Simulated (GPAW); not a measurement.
**PbO (P4/nmm): G0W0 on several meshes in GPAW**

Aim: the GW shift of PbO (P4/nmm) against the k mesh.

Calculated with GPAW 26.7.0; PBE and many-body steps on it, plane waves.

Most raw output is cut from this account.

The database entry behind the starting cell differs from later determinations by our own check (c about 1 % long), so it need not match the best structure at ambient conditions.

## (1) Starting point

Symmetry: P4/nmm, No. 129, tetragonal system. The conventional cell has a = 3.960 Å, b = 3.960 Å, c = 5.070 Å, α = 90.00°, β = 90.00°, γ = 90.00°. Nearest to Pb lie 4 O at 2.32 Å. O has 4 Pb at 2.32 Å nearest. Farther neighbours and most contacts between anions are not listed.

As a file:

```cif
data_structure
_symmetry_space_group_name_H-M 'P 1'
_symmetry_Int_Tables_number 1
_cell_length_a 3.9600
_cell_length_b 3.9600
_cell_length_c 5.0700
_cell_angle_alpha 90.000
_cell_angle_beta 90.000
_cell_angle_gamma 90.000
_cell_volume 79.51
loop_
_atom_site_label
_atom_site_type_symbol
_atom_site_fract_x
_atom_site_fract_y
_atom_site_fract_z
_atom_site_occupancy
Pb1 Pb 0.00000 0.50000 0.23851 1
Pb2 Pb 0.50000 0.00000 0.76149 1
O3 O 0.00000 0.00000 0.00000 1
O4 O 0.50000 0.50000 0.00000 1
```

The cell and positions come from the Crystallography Open Database and are kept as given unless a step says otherwise. Spin-orbit coupling is left out unless a step names it.

## (2) Empty states on the mesh, 4×4×4 mesh, 723 bands

This step: GPAW 26.7.0; DFT, PBE, plane waves, PAW.

The sums over transitions need many empty states on a uniform mesh; this step solves for them.

Input file run.py:

```python
import json
import numpy as np
from gpaw.mpi import world
from gpaw import GPAW

calc = GPAW('gs.gpw').fixed_density(kpts={'size': (4, 4, 4), 'gamma': True},
    parallel={'domain': 1, 'band': 1},
    txt='nscf.txt')
calc.diagonalize_full_hamiltonian(nbands=723)
calc.write('full.gpw', mode='all')
res = {}
kpts = calc.get_ibz_k_points()
res['kpts'] = kpts
res['eigenvalues'] = [calc.get_eigenvalues(kpt=k) for k in range(len(kpts))]
res['n_electrons'] = calc.get_number_of_electrons()

if world.rank == 0:
    with open('result.json', 'w') as f:
        json.dump(res, f, default=lambda x: x.tolist())
```

Command:

```console
mpirun -n 8 gpaw python run.py
```

Run time: 40 s. Hardware: 8 MPI ranks of AMD EPYC 7B13 (Zen 3), shared host; peak memory 6.2 GiB.

This step gave:

| Property | Result |
| --- | --- |
| gap | 1.098 eV |
| k of the valence top | 0, 0, 0 |
| k of the conduction bottom | 0.5, 0.5, 0 |
| least direct gap | 2.161 eV |
| k points computed | 18 |
| lowest point of the top converged band, above the valence top | 235.3706 eV |

On this mesh the gap is 1.098 eV.

## (3) 4×4×4

G0W0 replaces the xc potential by the self-energy, built once from these orbitals. Only a window of levels is corrected, while the sums run over the empty bands that the input names.

This step: G0W0 on PBE, plane waves, PAW.

Input file run.py:

```python
import json
import numpy as np
from gpaw.mpi import world
from gpaw.response.g0w0 import G0W0

gw = G0W0('full.gpw',
    filename='gw',
    kpts=[0, 15],
    bands=(18, 22),
    ecut=150,
    nbands=331,
    integrate_gamma='WS',
    ppa=True)
gw.calculate()
res = {mode: {k: v for k, v in r.items() if k != 'sigma_eskwn'}
       for mode, r in gw.all_results.items()}

if world.rank == 0:
    with open('result.json', 'w') as f:
        json.dump(res, f, default=lambda x: x.tolist())
```

Command:

```console
mpirun -n 8 gpaw python run.py
```

Elapsed: 3.8 min, on 8 MPI ranks; peak memory 3.8 GiB; 31 min of CPU time.

This step gave:

| Item | Value |
| --- | --- |
| G0W0 gap on the points computed | 1.407 eV |
| least direct G0W0 gap on the computed points | 2.415 eV |
| Z at the valence top | 0.7772 |
| Z at the conduction bottom | 0.8285 |
| starting gap on the mesh | 1.098 eV |
| k of the valence top | 0, 0, 0 |
| k of the conduction bottom | 0.5, 0.5, 0 |

The gap on the mesh goes from 1.10 eV to 1.41 eV, a correction of +0.31 eV.

## (4) Empty states on the mesh, 4×4×2 mesh, 341 bands

This step: DFT, PBE, plane waves, PAW.

Input file run.py:

```python
import json
import numpy as np
from gpaw.mpi import world
from gpaw import GPAW

calc = GPAW('gs.gpw').fixed_density(kpts={'size': (4, 4, 2), 'gamma': True},
    parallel={'domain': 1, 'band': 1},
    txt='nscf.txt')
calc.diagonalize_full_hamiltonian(nbands=341)
calc.write('full.gpw', mode='all')
res = {}
kpts = calc.get_ibz_k_points()
res['kpts'] = kpts
res['eigenvalues'] = [calc.get_eigenvalues(kpt=k) for k in range(len(kpts))]
res['n_electrons'] = calc.get_number_of_electrons()

if world.rank == 0:
    with open('result.json', 'w') as f:
        json.dump(res, f, default=lambda x: x.tolist())
```

Command:

```console
mpirun -n 8 gpaw python run.py
```

It took 29 s on 8 MPI ranks; peak memory 5 GiB; 3.8 min of CPU time.

Numbers from this step:

- gap: 1.098 eV
- k of the valence top: 0, 0, 0
- k of the conduction bottom: 0.5, 0.5, 0
- least direct gap: 2.161 eV
- k points computed: 12
- lowest point of the top converged band, above the valence top: 134.8171 eV

On this mesh the gap is 1.098 eV.

## (5) 4×4×2

This step: G0W0 on PBE, plane waves, PAW.

Input file run.py:

```python
import json
import numpy as np
from gpaw.mpi import world
from gpaw.response.g0w0 import G0W0

gw = G0W0('full.gpw',
    filename='gw',
    kpts=[0, 10],
    bands=(18, 22),
    ecut=150,
    nbands=331,
    integrate_gamma='WS',
    ppa=True)
gw.calculate()
res = {mode: {k: v for k, v in r.items() if k != 'sigma_eskwn'}
       for mode, r in gw.all_results.items()}

if world.rank == 0:
    with open('result.json', 'w') as f:
        json.dump(res, f, default=lambda x: x.tolist())
```

Command:

```console
mpirun -n 8 gpaw python run.py
```

Run time: 1.9 min. Hardware: 8 MPI ranks; peak memory 3.5 GiB.

Numbers from this step:

```yaml
g0w0_gap_on_the_points_computed: 1.402 eV
least_direct_g0w0_gap_on_the_computed_points: 2.407 eV
z_at_the_valence_top: 0.7765
z_at_the_conduction_bottom: 0.8276
starting_gap_on_the_mesh: 1.098 eV
k_of_the_valence_top: 0, 0, 0
k_of_the_conduction_bottom: 0.5, 0.5, 0
```

Against G0W0 in GPAW (4×4×4 mesh, 331 bands, screening to 150 eV, Godby-Needs plasmon pole), the gap moves by −0.006 eV.

## (6) Side by side

Times are wall times on 8 MPI ranks of AMD EPYC 7B13 (Zen 3), shared host, good to a factor of about two.

```
  run   mesh  bands  screening cutoff (eV)  DFT gap (eV)  gap on the mesh (eV)  direct (eV)     time
4×4×4  4×4×4    331                    150         1.098                 1.407        2.415  3.8 min
4×4×2  4×4×2    331                    150         1.098                 1.402        2.407  1.9 min
```

## (7) What came out

- 4×4×4: 1.407 eV
- 4×4×2: 1.402 eV
- known limits: not at the basis limit; no spin-orbit coupling; coarse k mesh

What this shows: 4×4×2: −0.006 eV against 4×4×4. Bands and cutoff are finite, so the gap is not at the basis limit. The miss can reach some tenths of an eV and take either sign; the mesh is an error of its own. These stock PAW sets were not made for GW. In the G0W0 runs levels were corrected at 2 k points alone, so a gap called «on the mesh» is the least over those, and an edge elsewhere would be missed. The 4×4×4 mesh is coarse for this cell, which bears on the long-range parts of exchange and screening. Where an edge is built on 6p states of lead, bismuth or thallium, scalar-relativistic gaps usually stand too wide, by a few tenths to over one eV. The many-body steps are scalar-relativistic: spin-orbit coupling is not in them.

[Paths, hosts, dates, memory and timing lines, banners, echoed tables and standing remarks are left out of the program output.]

[Logs are printed without paths, hosts, clocks, repeated set-up lines and the standing remarks that a program may print on its own settings, such as how far it seeks lower states.]

[Runs of the session that timed out or met a known fault of the program may be left out.]

[Hosts, paths, dates, database ids (printed as entryN), source tags and the programs' standing remarks are cut or masked in the printed files.]
